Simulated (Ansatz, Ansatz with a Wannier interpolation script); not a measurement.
# CsCdCl3 (Pm-3m): what limits a Wannier interpolation of GW, part 2 of 2

Aim: vary the Wannier model and the GW settings for CsCdCl3 (Pm-3m) and see what the interpolated bands lose.

Ansatz 0.2.0; maximally localised Wannier functions, LDA, plane waves, PAW. Known limits of the many-body steps: not at the basis limit; d shell near the gap, gap tends to lie low; no spin-orbit coupling; coarse k mesh.

So far. Step 3 (Wannier model on 4×4×4): Near the gap the model misses directly solved bands by 5.6 meV r.m.s. and by 42 meV at most in the window tested. This tests the starting bands, not the corrections carried with them.

The database entry behind the starting cell is an old determination (1928), so it need not match the best structure at ambient conditions.

### 5. G0W0: 4×4×4 mesh, 528 empty bands, screening to 140 eV

G0W0 replaces the xc potential by the self-energy, built once from these orbitals. Only a window of levels is corrected, while the sums run over the empty bands that the input names.

This step: G0W0 on LDA, plane waves, PAW.

input.yaml

```yaml
crystal:
  lattice:
    - [5.2, 0.0, 0.0]
    - [0.0, 5.2, 0.0]
    - [0.0, 0.0, 5.2]
  atoms:
    - { symbol: Cs, position: [0.0, 0.0, 0.0] }
    - { symbol: Cd, position: [0.5, 0.5, 0.5] }
    - { symbol: Cl, position: [0.0, 0.5, 0.5] }
    - { symbol: Cl, position: [0.5, 0.0, 0.5] }
    - { symbol: Cl, position: [0.5, 0.5, 0.0] }
kpoints:
  mp_grid: { grid: [4, 4, 4] }
hamiltonian:
  xc: lda
scf:
  occupations: { method: fixed }
gw:
  n_empty_bands: 528
  ecut_chi: 140.0
  qp_bands: [v9, c1]
  screening: { model: contour_deformation }
```

Started as:

```sh
$ ansatz run input.yaml --threads 4 --pin off --max-ram 18432MiB --backend cpu --events-out ev --progress --plain --runs-dir out
```

Numbers of over 12 decimals in the logs are rounded to 6 here.

The program printed:

```text
[...]
Crystal: 5 atoms, lattice volume = 140.608 Å³
Basis set: ecut = 420 eV, 2777 PW (Γ)
Bands: 30, of which v1, the nominal top of the filled ones, is band 25 counted from 1 (24 counted from 0)
Symmetry: 48 space group operations
[...]
k-points: 10 of 64
[...]
0    24      3.1106   -21.0205     2.8379   -16.9815  0.7594     1.8776     1.9094  root
[...]
9    23      3.4249   -21.2113     2.9510   -16.9928  0.7595     2.1218     2.1574  root
     9    24      3.6968   -24.2700     2.6042   -20.7308  0.7702     2.7465     2.7618  root
     9    25      3.6968   -24.2700     2.6042   -20.7308  0.7702     2.7465     2.7618  root
     9    26      9.3457    -6.1201    -3.9323   -11.0031  0.8221    10.3088    10.2964  root
[key lines of the parts left out:]
SCF converged after 7 iterations
Free energy (F): -16762.426182 eV
Fermi energy:    3.696814 eV
```

Wall time 7.1 min (4 threads of Arm Neoverse V1, shared host); peak memory 2.2 GiB; 27 min of CPU time.

The G0W0 gap on the mesh is 3.412 eV.

### 6. G0W0: 2×2×2 mesh, 528 empty bands, screening to 140 eV

input.yaml: that of step 5 with these lines changed.

```diff
@@ -12,3 +12,3 @@
 kpoints:
-  mp_grid: { grid: [4, 4, 4] }
+  mp_grid: { grid: [2, 2, 2] }
 hamiltonian:
```

The program printed:

```text
[...]
Crystal: 5 atoms, lattice volume = 140.608 Å³
Basis set: ecut = 420 eV, 2777 PW (Γ)
Bands: 30, of which v1, the nominal top of the filled ones, is band 25 counted from 1 (24 counted from 0)
Symmetry: 48 space group operations
[...]
k-points: 4 of 8
[...]
3    17     -1.4668   -18.7922     3.6837   -14.2657  0.7281    -2.4122    -2.3096  root ?
[...]
3    23      3.4436   -21.3073     3.1767   -16.9902  0.7354     2.2425     2.3033  root
     3    24      3.7095   -24.4220     2.8741   -20.7076  0.7419     2.8420     2.8693  root
     3    25      3.7095   -24.4220     2.8741   -20.7076  0.7419     2.8420     2.8693  root
     3    26      9.3465    -5.9776    -4.2008   -11.0037  0.7896    10.1968    10.1717  root
[key lines of the parts left out:]
SCF converged after 7 iterations
Free energy (F): -16762.381897 eV
Fermi energy:    3.709527 eV
```

Run time: 45 s. Hardware: 4 threads; peak memory 2.2 GiB; 2.9 min of CPU time.

The G0W0 gap on the mesh is 3.205 eV.

### 7. G0W0: 4×4×4 mesh, 245 empty bands, screening to 84 eV, plasmon pole

input.yaml, the sections that differ from step 6:

```yaml
kpoints:
  mp_grid: { grid: [4, 4, 4] }
gw:
  n_empty_bands: 245
  ecut_chi: 84
  qp_bands: [v9, c1]
  screening: { model: godby_needs }
# crystal, hamiltonian, scf: as in step 6
```

The program printed:

```text
[...]
Crystal: 5 atoms, lattice volume = 140.608 Å³
Basis set: ecut = 420 eV, 2777 PW (Γ)
Bands: 30, of which v1, the nominal top of the filled ones, is band 25 counted from 1 (24 counted from 0)
Symmetry: 48 space group operations
[...]
k-points: 10 of 64
[...]
0    24      3.1106   -21.0205     3.0575   -16.9815  0.7912     2.1210     2.1291  root
[...]
9    23      3.4249   -21.2113     3.1758   -16.9928  0.7905     2.3732     2.3822  root
     9    24      3.6968   -24.2700     2.8519   -20.7308  0.7987     3.0065     3.0095  root
     9    25      3.6968   -24.2700     2.8519   -20.7308  0.7987     3.0065     3.0095  root
     9    26      9.3457    -6.1201    -3.7859   -11.0031  0.8419    10.4503    10.4428  root
[key lines of the parts left out:]
SCF converged after 7 iterations
Free energy (F): -16762.426182 eV
Fermi energy:    3.696814 eV
```

Wall time 1.8 min (4 threads); peak memory 0.96 GiB.

The G0W0 gap on the mesh is 3.401 eV.

### 8. Interpolated results

Times are wall times on 4 threads of Arm Neoverse V1, shared host, good to a factor of about two.

```
GW mesh  empty bands  cutoff (eV)            frequency  gap on mesh (eV)  gap over zone (eV)  direct gap (eV)  valence width (eV)  GW time
  4×4×4          528          140  contour deformation             3.412               3.412            4.265               5.171  7.1 min
  2×2×2          528          140  contour deformation             3.205               3.224            4.061               5.171     45 s
  4×4×4          245           84         plasmon pole             3.401               3.401            4.281               5.478  1.8 min
```

### 9. Results

```yaml
4x4x4_mesh_528_empty_bands_screening_to_140_ev: 3.41 eV
2x2x2_mesh_528_empty_bands_screening_to_140_ev: 3.22 eV
4x4x4_mesh_245_empty_bands_screening_to_84_ev_plasmon_pole: 3.40 eV
```

**Reading.** The largest change, −0.19 eV in the gap over the zone, comes with 2×2×2 mesh, 528 empty bands, screening to 140 eV. The first run is a reference, not a converged one, and where a row moves several settings no single cause can be named. Rows on another GW mesh add that mesh's corrections to the bands of the one model. Coarser Wannier mesh (4×4×4): the miss near the gap goes from under 1 (the model on 8×8×8) to 6 meV and the total spread from 21.9 to 20.3 Å². With 2×2×2 mesh, 528 empty bands, screening to 140 eV the gap over the zone moves by −0.19 eV and that on the mesh by −0.21 eV. With 4×4×4 mesh, 245 empty bands, screening to 84 eV, plasmon pole the gap over the zone moves by −0.01 eV and that on the mesh by −0.01 eV. Gaps over the zone and on the mesh differ where an edge lies off the mesh, or where a GW run starts from another density: the starting gap over the zone is 1.511 eV, on the GW meshes it is 1.511 eV and 1.491 eV. This is the ideal cubic cell; many perovskites, halides above all, are cubic only on average, and local tilts or off-centring can widen the gap. A d shell, filled or nearly so, lies near the gap. One-shot GW converges very slowly in bands there, not always from below, and on a semilocal start the gap tends to come out low; starts rich in exact exchange can overshoot instead. The many-body steps are scalar-relativistic: spin-orbit coupling is not in them.

[Paths, hosts, dates, memory and timing lines, banners, echoed tables and standing remarks are left out of the program output.]

[Logs are printed without paths, hosts, clocks, repeated set-up lines and the standing remarks that a program may print on its own settings, such as how far it seeks lower states.]

[Runs of the session that timed out or met a known fault of the program may be left out.]

[Hosts, paths, dates, database ids (printed as entryN), source tags and the programs' standing remarks are cut or masked in the printed files.]
